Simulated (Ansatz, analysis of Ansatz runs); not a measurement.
## Li2MnO3 (C2/m): does an added hole stay on Mn?

Aim: the energy barrier that a trapped hole meets when it moves from one Mn atom to another one nearby in Li2MnO3 (C2/m). The model is a cell of 96 host atoms.

Main program and level: Ansatz 0.2.0; plane-wave PAW DFT, PBEsol+U; relaxation of all atoms of a supercell at fixed charge in a uniform background; PAW set soft_1.

## 1. Starting point

The cell holds 96 atoms: 32 Li, 16 Mn and 48 O. Cell: a = 11.765 Å, b = 10.274 Å, c = 11.765 Å, α = 127.4°, β = 87.1°, γ = 126.5°. It derives from Li2MnO3 (space group C2/m). Nearest the centre at fractional (0.125, 0.125, 0.250): O67 at 1.27 Å, O87 at 1.27 Å, Mn41 at 1.42 Å, Mn33 at 1.42 Å, O74 at 2.44 Å, O89 at 2.44 Å, O57 at 2.44 Å, O49 at 2.44 Å.

Hubbard terms: Mn d 4.0 eV. They were chosen, not fitted, to curb self-interaction in the shells named, the trial site's among them. The two sites are Mn41 and Mn33. The cell's shortest repeat is 9.9 Å. The host's moments were started ferromagnetic, high spin; both sites carry the same spin direction.

## 2. The cell without the carrier

The neutral cell is relaxed first, from small random displacements, so that bond lengths and moments with the carrier can be set beside those of a relaxed cell without it.

neutral.relax/input.yaml reads:

```yaml
crystal:
  lattice:
    - [-6.59624424, 8.52410662, 4.71522428]
    - [3.26296298, -8.52410662, 4.71677349]
    - [6.59624424, 8.52410662, -4.71522428]
  atoms:
    - { symbol: Li, position: [0.0, 0.25, 0.25] }
    - { symbol: Li, position: [0.0, 0.75, 0.75] }
    - { symbol: Li, position: [0.25, 0.0, 0.25] }
    - { symbol: Li, position: [0.25, 0.5, 0.75] }
[... 4 atom lines left out ...]
    - { symbol: Li, position: [0.0, 0.0, 0.5] }
    - { symbol: Li, position: [0.0, 0.5, 0.0] }
    - { symbol: Li, position: [0.25, 0.25, 0.0] }
    - { symbol: Li, position: [0.25, 0.75, 0.5] }
[... 1 atom line left out ...]
    - { symbol: Li, position: [0.5, 0.5, 0.5] }
[... 1 atom line left out ...]
    - { symbol: Li, position: [0.75, 0.75, 0.0] }
[... 1 atom line left out ...]
    - { symbol: Li, position: [0.080618, 0.75, 0.330618] }
[... 1 atom line left out ...]
    - { symbol: Li, position: [0.330618, 0.5, 0.330618] }
[... 2 atom lines left out ...]
    - { symbol: Li, position: [0.830618, 0.0, 0.330618] }
    - { symbol: Li, position: [0.830618, 0.5, 0.830618] }
[... 1 atom line left out ...]
    - { symbol: Li, position: [0.169382, 0.5, 0.169382] }
    - { symbol: Li, position: [0.419382, 0.25, 0.169382] }
    - { symbol: Li, position: [0.419382, 0.75, 0.669382] }
[... 3 atom lines left out ...]
    - { symbol: Li, position: [0.919382, 0.75, 0.169382] }
    - { symbol: Mn, position: [0.08355, 0.0, 0.08355], spin: 3.0 }
    - { symbol: Mn, position: [0.08355, 0.5, 0.58355], spin: 3.0 }
    - { symbol: Mn, position: [0.33355, 0.25, 0.58355], spin: 3.0 }
[... 5 atom lines left out ...]
    - { symbol: Mn, position: [0.16645, 0.25, 0.41645], spin: 3.0 }
    - { symbol: Mn, position: [0.16645, 0.75, 0.91645], spin: 3.0 }
[... 4 atom lines left out ...]
    - { symbol: Mn, position: [0.91645, 0.0, 0.91645], spin: 3.0 }
[... 1 atom line left out ...]
    - { symbol: O, position: [0.113951, 0.223895, 0.109944] }
[... 1 atom line left out ...]
    - { symbol: O, position: [0.363951, 0.473895, 0.609944] }
    - { symbol: O, position: [0.363951, 0.973895, 0.109944] }
[... 4 atom lines left out ...]
    - { symbol: O, position: [0.136049, 0.026105, 0.390056] }
[... 4 atom lines left out ...]
    - { symbol: O, position: [0.636049, 0.526105, 0.390056] }
    - { symbol: O, position: [0.886049, 0.276105, 0.390056] }
    - { symbol: O, position: [0.886049, 0.776105, 0.890056] }
    - { symbol: O, position: [0.023176, 0.489273, 0.287788] }
[... 1 atom line left out ...]
    - { symbol: O, position: [0.273176, 0.239273, 0.287788] }
[... 4 atom lines left out ...]
    - { symbol: O, position: [0.773176, 0.739273, 0.287788] }
    - { symbol: O, position: [0.048515, 0.260727, 0.533903] }
    - { symbol: O, position: [0.048515, 0.760727, 0.033903] }
[... 3 atom lines left out ...]
    - { symbol: O, position: [0.548515, 0.760727, 0.533903] }
    - { symbol: O, position: [0.798515, 0.010727, 0.033903] }
[... 2 atom lines left out ...]
    - { symbol: O, position: [0.226824, 0.760727, 0.212212] }
[... 1 atom line left out ...]
    - { symbol: O, position: [0.476824, 0.510727, 0.212212] }
[... 2 atom lines left out ...]
    - { symbol: O, position: [0.976824, 0.010727, 0.212212] }
[... 1 atom line left out ...]
    - { symbol: O, position: [0.201485, 0.489273, 0.466097] }
    - { symbol: O, position: [0.201485, 0.989273, 0.966097] }
    - { symbol: O, position: [0.451485, 0.239273, 0.466097] }
[... 1 atom line left out ...]
    - { symbol: O, position: [0.701485, 0.489273, 0.966097] }
[... 2 atom lines left out ...]
    - { symbol: O, position: [0.951485, 0.739273, 0.466097] }
basis:
  ecutwfc: 420
  xc_grid: 2
hamiltonian:
  xc: pbesol
  hubbard:
    sites: [{ species: Mn, l: d, u_eff: 4.0 }]
    projectors: ortho-atomic
  pseudopotentials: { kind: paw, azcp: { folder: soft_1 }, xc_functional: pbe }
kpoints:
  mp_grid: { grid: [1, 1, 1] }
magnetization:
  spin_polarized: true
  initial_magnetization: 48
  spin_locking: { lock_magnetization: hard }
scf:
  occupations: { method: fermi_dirac, width: 0.01 }
  max_iter: 120
  lower_state_search: "off"
output:
  forces: true
relax:
  f_tol: 0.02
  max_steps: 70
  random_displacement: { amplitude: 0.04, seed: 2484 }
checkpoint:
  write: "../neutral.relax.run"
  compress: false
  write_wavefunctions: true
  write_every: 100000
```

On the command line:

```console
$ ansatz run input.yaml --threads 32 --pin off --max-ram 84787MiB --backend cuda --events-out ev --progress --plain --runs-dir out --max-vram 78GiB
```

Numbers of over 12 decimals in the logs are rounded to 6 here.

Log:

```text
[... repeated set-up lines and file paths are left out, and long positions are rounded to six places ...]
Engine: ansatz 0.2.0, aarch64-unknown-linux-gnu
Pseudopotentials: kind: paw
Pseudopotential: Li, paw, valence charge 3, recommended cutoff 420 eV (normal), soft_1/Li.paw.azcp
Pseudopotential: Mn, paw, valence charge 15, recommended cutoff 420 eV (normal), soft_1/Mn.paw.azcp
Pseudopotential: O, paw, valence charge 6, recommended cutoff 420 eV (normal), soft_1/O.paw.azcp
Functional definition: PBEsol
  exchange = pbesol_x
  correlation = pbesol_c
[...]
Crystal: 96 atoms, lattice volume = 792.718 Å³
Basis set: ecut = 420 eV, 15497 PW (Γ), exchange–correlation on 160×144×160 points (8 copies of the dense FFT grid, shifted against one another)
Bands: 432, of which v1, the nominal top of the filled ones, is band 312 counted from 1 (311 counted from 0)
Symmetry: 1 space group operations
k-points: 1
Non-local potential: Li, projectors of the file, l = 0: 3, l = 1: 2, l = 2: 1
Non-local potential: Mn, projectors of the file, l = 0: 3, l = 1: 2, l = 2: 3, l = 3: 1
Non-local potential: O, projectors of the file, l = 0: 2, l = 1: 2, l = 2: 1
PAW form: soft (Blöchl's): semilocal exchange-correlation on the pseudo side does not see the compensation charge
PAW frozen core: Mn, regenerated for the run's functional, and the local potential with it (the file was generated under x = pbe(κ = 0.804, μ = 0.219515), c = pbe(β = 0.066725))
[...]
--- Per-component energies (eV) ---
  E_band       = -7796.284108
  E_kinetic    = 13703.569920
  E_local      = -63778.735907  (includes V_loc(G=0)·N_el)
  E_nonlocal   = 9072.055381
  E_hartree    = 24119.196864
  E_xc         = -5454.001419
  E_vxc        = -7006.362985  (∫ρ·V_xc dr)
  E_hubbard    = 40.533194  (on-site DFT+U / exact-exchange correction)
  E_vhub       = -81.768829  (the Hubbard potential's part of the band-sum identity)
  E_paw        = -28889.290123  (= ΣΔE_a)
  E_vpaw       = -7943.474301  (= ΣTr[D̂ρ^β])
  E_aug_tail   = 0.046524  (compensation charges beyond the density's cutoff)
  E_ewald      = -44165.286452
  E_core_change = 4.408229  (= ΣΔE_core)
  E_smearing   = -0.000000  (= −TS)
  E_closure    = 0.000000  (closes the sum)
  Σ components = -95347.503788   (vs F -95347.503788, Δ=0.00e0)
--- Forces (eV/Å), atoms counted from 1 ---
  atom   1  Li     0.00008063     0.00064713    -0.00007116
  atom   2  Li     0.00127589    -0.00010168    -0.00036958
  atom   3  Li     0.00048580    -0.00005641     0.00033174
  [... 3 atoms left out ...]
  [... 90 more lines of this table ...]
  max |Σ_I F_I| component: 4.84e-5 eV/Å
--- Band table (eV) ---
  k-point 0 ↑: bands = ["-73.5822", "-73.5803", "-73.5802", "-73.5775", "-73.5773", "-73.5773", "-73.5771", "-73.5768", "-73.5727", [... rest cut ...]
  k-point 0 ↓: bands = ["-70.1453", "-70.1432", "-70.1432", "-70.1400", "-70.1399", "-70.1398", "-70.1396", "-70.1394", "-70.1346", [... rest cut ...]
Occupation matrices written to <dir>
--- Relaxed structure (4 steps of the walk, 4 accepted, 0 SCFs on fresh bases) ---
  F+E_penalty+E_count = -95347.50378763 eV   max|allowed force component| = 2.273e-3 eV/Å
  atoms:
    - { symbol: Li, position: [0.000134, 0.249804, 0.249679] }
    - { symbol: Li, position: [0.000182, 0.749828, 0.749678] }
    - { symbol: Li, position: [0.250183, -0.000158, 0.249699] }
    [... 3 atoms left out ...]
  [... 90 more lines of this table ...]
[key lines of the parts left out:]
SCF converged after 9 iterations
Magnetization: 48.0000 μB (336.0000 up, 288.0000 down)
Free energy (F): -95347.503788 eV
Fermi energy:    8.422977 (↑ 8.422977, ↓ 8.792024) eV
```

The job ended after 5.5 s (1 × NVIDIA GB200 with 32 threads of Arm Neoverse V2, shared host; peak memory 1.7 GiB).

The largest displacement from an ideal site is 0.002 Å.

## 3. The hole on the first site

The nearest neighbour or neighbours of the site start displaced and the site's starting moment is changed by the carrier's spin, since a carrier doesn't trap itself in the undistorted lattice.

A.relax/input.yaml reads:

```yaml
crystal:
  lattice:
    - [-6.59624424, 8.52410662, 4.71522428]
    - [3.26296298, -8.52410662, 4.71677349]
    - [6.59624424, 8.52410662, -4.71522428]
  atoms:
    - { symbol: Li, position: [0.000134, 0.249804, 0.249679] }
    - { symbol: Li, position: [0.000182, 0.749828, 0.749678] }
    - { symbol: Li, position: [0.250183, -0.000158, 0.249699] }
    - { symbol: Li, position: [0.250156, 0.499828, 0.749697] }
[... 4 atom lines left out ...]
    - { symbol: Li, position: [0.000157, -0.00014, 0.499711] }
    - { symbol: Li, position: [0.000162, 0.499826, -0.000302] }
    - { symbol: Li, position: [0.25017, 0.24989, -0.000244] }
    - { symbol: Li, position: [0.250131, 0.749799, 0.499663] }
[... 1 atom line left out ...]
    - { symbol: Li, position: [0.500197, 0.499967, 0.499798] }
[... 1 atom line left out ...]
    - { symbol: Li, position: [0.750179, 0.749843, -0.000285] }
[... 1 atom line left out ...]
    - { symbol: Li, position: [0.080823, 0.74987, 0.330346] }
[... 1 atom line left out ...]
    - { symbol: Li, position: [0.330747, 0.499796, 0.330391] }
[... 2 atom lines left out ...]
    - { symbol: Li, position: [0.830735, -0.000238, 0.330323] }
    - { symbol: Li, position: [0.83081, 0.499864, 0.830373] }
[... 1 atom line left out ...]
    - { symbol: Li, position: [0.169546, 0.499893, 0.169089] }
    - { symbol: Li, position: [0.41957, 0.249868, 0.16907] }
    - { symbol: Li, position: [0.419477, 0.749844, 0.669094] }
[... 3 atom lines left out ...]
    - { symbol: Li, position: [0.919553, 0.749831, 0.16908] }
    - { symbol: Mn, position: [0.08368, -0.000178, 0.083209], spin: 3.0 }
    - { symbol: Mn, position: [0.083682, 0.499824, 0.583213], spin: 3.0 }
    - { symbol: Mn, position: [0.333684, 0.249824, 0.583221], spin: 3.0 }
[... 5 atom lines left out ...]
    - { symbol: Mn, position: [0.166632, 0.249805, 0.416178], spin: 2.0 }
    - { symbol: Mn, position: [0.166659, 0.749841, 0.916189], spin: 3.0 }
[... 4 atom lines left out ...]
    - { symbol: Mn, position: [0.916642, -0.00017, 0.916185], spin: 3.0 }
[... 1 atom line left out ...]
    - { symbol: O, position: [0.114022, 0.223672, 0.109698] }
[... 1 atom line left out ...]
    - { symbol: O, position: [0.353727, 0.461947, 0.59959] }
    - { symbol: O, position: [0.364036, 0.973696, 0.109694] }
[... 1 atom line left out ...]
    - { symbol: O, position: [0.614035, 0.723665, 0.109699] }
[... 2 atom lines left out ...]
    - { symbol: O, position: [0.137884, 0.037662, 0.391135] }
[... 5 atom lines left out ...]
    - { symbol: O, position: [0.886286, 0.275985, 0.389717] }
    - { symbol: O, position: [0.886293, 0.775971, 0.889711] }
    - { symbol: O, position: [0.023536, 0.489271, 0.287616] }
[... 1 atom line left out ...]
    - { symbol: O, position: [0.267991, 0.239882, 0.29438] }
[... 4 atom lines left out ...]
    - { symbol: O, position: [0.773528, 0.739275, 0.287667] }
    - { symbol: O, position: [0.05477, 0.259774, 0.527483] }
    - { symbol: O, position: [0.048647, 0.760351, 0.033601] }
[... 3 atom lines left out ...]
    - { symbol: O, position: [0.548629, 0.760382, 0.533661] }
    - { symbol: O, position: [0.798642, 0.010381, 0.033623] }
[... 2 atom lines left out ...]
    - { symbol: O, position: [0.226818, 0.760433, 0.21179] }
[... 1 atom line left out ...]
    - { symbol: O, position: [0.476795, 0.510377, 0.211786] }
[... 2 atom lines left out ...]
    - { symbol: O, position: [0.986771, 0.02297, 0.222485] }
[... 1 atom line left out ...]
    - { symbol: O, position: [0.199783, 0.47666, 0.463144] }
    - { symbol: O, position: [0.201677, 0.989276, 0.965768] }
    - { symbol: O, position: [0.451707, 0.239309, 0.46581] }
[... 1 atom line left out ...]
    - { symbol: O, position: [0.7017, 0.489285, 0.965802] }
[... 2 atom lines left out ...]
    - { symbol: O, position: [0.951681, 0.739286, 0.46577] }
total_charge: 1
basis:
  ecutwfc: 420
  xc_grid: 2
hamiltonian:
  xc: pbesol
  hubbard:
    sites: [{ species: Mn, l: d, u_eff: 4.0 }]
    projectors: ortho-atomic
  pseudopotentials: { kind: paw, azcp: { folder: soft_1 }, xc_functional: pbe }
kpoints:
  mp_grid: { grid: [1, 1, 1] }
magnetization:
  spin_polarized: true
  initial_magnetization: 47
  spin_locking: { lock_magnetization: hard }
scf:
  occupations: { method: fermi_dirac, width: 0.01 }
  max_iter: 120
  lower_state_search: "off"
output:
  forces: true
relax:
  f_tol: 0.015
  max_steps: 70
  escape_saddle: false
checkpoint:
  write: "../A.relax.run"
  compress: false
  write_wavefunctions: true
  write_every: 100000
```

Log:

```text
[...]
Crystal: 96 atoms, lattice volume = 792.718 Å³
Basis set: ecut = 420 eV, 15497 PW (Γ), exchange–correlation on 160×144×160 points (8 copies of the dense FFT grid, shifted against one another)
Bands: 431, of which v1, the nominal top of the filled ones, is band 312 counted from 1 (311 counted from 0)
[... 1 set-up line as in the run before ...]
[...]
k-points: 1
[...]
Starting moments: Σ|m| = 47 μB on 16 of 96 sites
[...]
SCF iter   1: F=—  HF=-95396.497787 eV  |Δ(HF+E_count)|=         —  Δρ=1.74e-1 (↑1.42e-1 ↓1.74e-1)  dr2=7.99e2  dr2_m=5.19e0  M=47.000 μB ∫|m|=48.308 μB  Hψ=2632
[...]
spin=Collinear: Kerker preconditioning applied to the charge; magnetization (m = ρ↑ − ρ↓) channel mixes plain (no charge-response kernel on spin).
SCF iter   2: F=—  HF=-95347.524885 eV  |Δ(HF+E_count)|=    4.90e1  Δρ=7.05e-2 (↑4.64e-2 ↓7.05e-2)  dr2=6.62e1  dr2_m=5.15e0  M=47.000 μB ∫|m|=53.514 μB  Hψ=1799
[...]
SCF iter   6: F=—  HF=-95354.008060 eV  |Δ(HF+E_count)|=   6.56e-1  Δρ=5.83e-3 (↑5.53e-3 ↓5.83e-3)  dr2=3.27e-1  dr2_m=1.73e-1  M=47.000 μB ∫|m|=56.189 μB  Hψ=1589
SCF iter   7: F=—  HF=-95354.142499 eV  |Δ(HF+E_count)|=   1.34e-1  Δρ=9.60e-3 (↑9.60e-3 ↓4.00e-3)  dr2=1.15e0  dr2_m=1.88e-1  M=47.000 μB ∫|m|=55.983 μB  Hψ=1351
[...]
SCF iter  20: F=-95354.164586 eV  HF=-95354.164589 eV  |Δ(HF+E_count)|=   6.82e-7  Δρ=1.32e-5 (↑1.32e-5 ↓9.31e-6)  dr2=3.55e-6  dr2_m=3.65e-7  M=47.000 μB ∫|m|=54.710 μB  Hψ=2278
SCF 1 converged in 20 iterations: F = -95354.164586 eV  dr2 = 3.55e-6
[...]
relax step   1: F+E_penalty+E_count = -95354.16458587 eV  Δ(F+E_penalty+E_count) = +0.000e0 eV  max|allowed force component| = 1.818e0 eV/Å  Δτ_max = 0.0000 Å  (20 SCF iters, dr2 threshold 5.63e-6 eV, accepted)
[...]
relax step   2: F+E_penalty+E_count = -95354.61383306 eV  Δ(F+E_penalty+E_count) = -4.492e-1 eV  max|allowed force component| = 1.006e0 eV/Å  Δτ_max = 0.0456 Å  (10 SCF iters, dr2 threshold 1.00e-4 eV, accepted)
relax step   3: F+E_penalty+E_count = -95354.81547624 eV  Δ(F+E_penalty+E_count) = -2.016e-1 eV  max|allowed force component| = 7.460e-2 eV/Å  Δτ_max = 0.0585 Å  (8 SCF iters, dr2 threshold 6.33e-5 eV, accepted)
relax step   4: F+E_penalty+E_count = -95354.81967434 eV  Δ(F+E_penalty+E_count) = -4.198e-3 eV  max|allowed force component| = 1.093e-2 eV/Å  Δτ_max = 0.0173 Å  (10 SCF iters, dr2 threshold 3.48e-7 eV, accepted)
[...]
iter 1 solved again at ethr=3.03e-11 eV; its pass at ethr=3.10e-3 eV (dr2=1.89e-7 eV) is discarded
SCF iter   1: F=—  HF=-95354.819674 eV  |Δ(HF+E_count)|=         —  Δρ=4.00e-6 (↑4.00e-6 ↓3.67e-6)  dr2=1.88e-7  dr2_m=4.49e-8  M=47.000 μB ∫|m|=55.169 μB  Hψ=2381
[...]
SCF iter   2: F=—  HF=-95354.819674 eV  |Δ(HF+E_count)|=   5.59e-8  Δρ=3.40e-6 (↑3.40e-6 ↓2.74e-6)  dr2=1.33e-7  dr2_m=3.36e-8  M=47.000 μB ∫|m|=55.169 μB  Hψ=815
[...]
SCF iter   5: F=-95354.819674 eV  HF=-95354.819674 eV  |Δ(HF+E_count)|=   1.45e-8  Δρ=6.18e-7 (↑6.18e-7 ↓5.97e-7)  dr2=4.51e-9  dr2_m=1.78e-9  M=47.000 μB ∫|m|=55.170 μB  Hψ=1864
SCF 5 converged in 5 iterations: F = -95354.819674 eV  dr2 = 4.51e-9
relax step   5: F+E_penalty+E_count = -95354.81967441 eV  Δ(F+E_penalty+E_count) = -6.883e-8 eV  max|allowed force component| = 1.090e-2 eV/Å  Δτ_max = 0.0000 Å  (5 SCF iters, accepted)
[...]
NSCF: frozen V_eff on 1 k-points
[...]
SCF converged after 5 iterations
Magnetization: 47.0000 μB (335.0000 up, 288.0000 down)
Absolute magnetization: 55.3664 μB (∫|ρ↑−ρ↓|, with the PAW one-centre terms)
[...]
Per-site moments (μB) at R_I (Å): [(0.00526394, 0.844944), (0.00525412, 0.844872), (0.00525856, 0.844790), [... 6 left out ...]
Free energy (F): -95354.819674 eV
[...]
Internal energy: -95354.806608 eV  (E = F + TS)
E sigma→0 (E₀):  -95354.813141 eV
Entropy (-TS):   -0.013066 eV (-0.136 meV/atom)
Fermi energy:    7.293820 (↑ 7.293820, ↓ 8.744842) eV
[...]
--- Forces (eV/Å), atoms counted from 1 ---
  atom   1  Li     0.00023051     0.00324656     0.00008146
  atom   2  Li    -0.00029729    -0.00576762    -0.00005426
  atom   3  Li     0.00306445     0.00281225     0.00008020
  [... 3 atoms left out ...]
  [... 90 more lines of this table ...]
  max |Σ_I F_I| component: 5.49e-6 eV/Å
--- Band table (eV) ---
[...]
Occupation matrices written to <dir>
--- Relaxed structure (5 steps of the walk, 5 accepted, 0 SCFs on fresh bases) ---
  F+E_penalty+E_count = -95354.81967441 eV   max|allowed force component| = 1.090e-2 eV/Å
  atoms:
    - { symbol: Li, position: [0.000109, 0.249828, 0.249656] }
    - { symbol: Li, position: [0.000268, 0.749851, 0.749821] }
    - { symbol: Li, position: [0.250066, -0.000312, 0.249577] }
    [... 3 atoms left out ...]
  [... 90 more lines of this table ...]
```

Wall time 5.6 s (1 × NVIDIA GB200 with 32 threads); peak memory 1.7 GiB.

Relaxation path:

| step | energy less that of the first step (eV) | largest force component (eV/Å) |
| --- | --- | --- |
| 1 | 0.0000 | 1.8183 |
| 2 | -0.4492 | 1.0063 |
| 3 | -0.6509 | 0.0746 |
| 4 | -0.6551 | 0.0109 |
| 5 | -0.6551 | 0.0109 |

The atoms that moved most (Å):

| atom | dx | dy | dz | length |
| --- | --- | --- | --- | --- |
| O51 | 0.036 | 0.074 | 0.056 | 0.100 |
| O57 | -0.036 | 0.074 | -0.056 | 0.100 |
| O67 | -0.083 | -0.005 | 0.054 | 0.099 |
| O73 | 0.083 | -0.005 | -0.054 | 0.099 |
| O89 | 0.046 | -0.068 | 0.055 | 0.099 |
| O87 | -0.046 | -0.069 | -0.054 | 0.099 |
| Li30 | -0.001 | 0.011 | 0.000 | 0.011 |
| Li20 | -0.001 | -0.011 | 0.001 | 0.011 |

The moves above count from the input, in which the site's nearest neighbours were already displaced; the distances below compare with the cell without the carrier.

Distances from Mn41 without and with the hole:

| atom | without (Å) | with (Å) |
| --- | --- | --- |
| O87 | 1.91 | 1.91 |
| O89 | 1.91 | 1.91 |
| O67 | 1.91 | 1.91 |
| O73 | 1.91 | 1.91 |
| O51 | 1.92 | 1.92 |
| O57 | 1.92 | 1.92 |

The largest changes of the moments are -0.03 μB on O96, -0.03 μB on O95 and -0.03 μB on O94. The carrier did not stay on the chosen site.

## 4. Summary of results

| Quantity | Value |
| --- | --- |
| carrier trapped on the chosen site | no |
| size of the moment change on that site | 0.00 μB |

What this shows: With PBEsol+U (4 eV) (Mn d 4.0 eV) the hole does not stay on the chosen Mn atom: it is spread over more than 30 atoms in effect, so no hop between such sites was computed. The magnetic order was assumed and need not be the ground state; parallel spins on neighbours help a carrier to spread. The search for lower electronic states was switched off. Another U, a hybrid or another start may give another answer. Limits: sampling at the zone centre alone can move energies of charged and open-shell states by tenths of an eV or more in cells of this size; gap and trapping depend on the U chosen (Mn d 4.0 eV).

[Logs are printed without paths, hosts, clocks, repeated set-up lines and the standing remarks that a program may print on its own settings, such as how far it seeks lower states.]

[Hosts, paths, dates, database ids (printed as entryN), source tags and the programs' standing remarks are cut or masked in the printed files.]
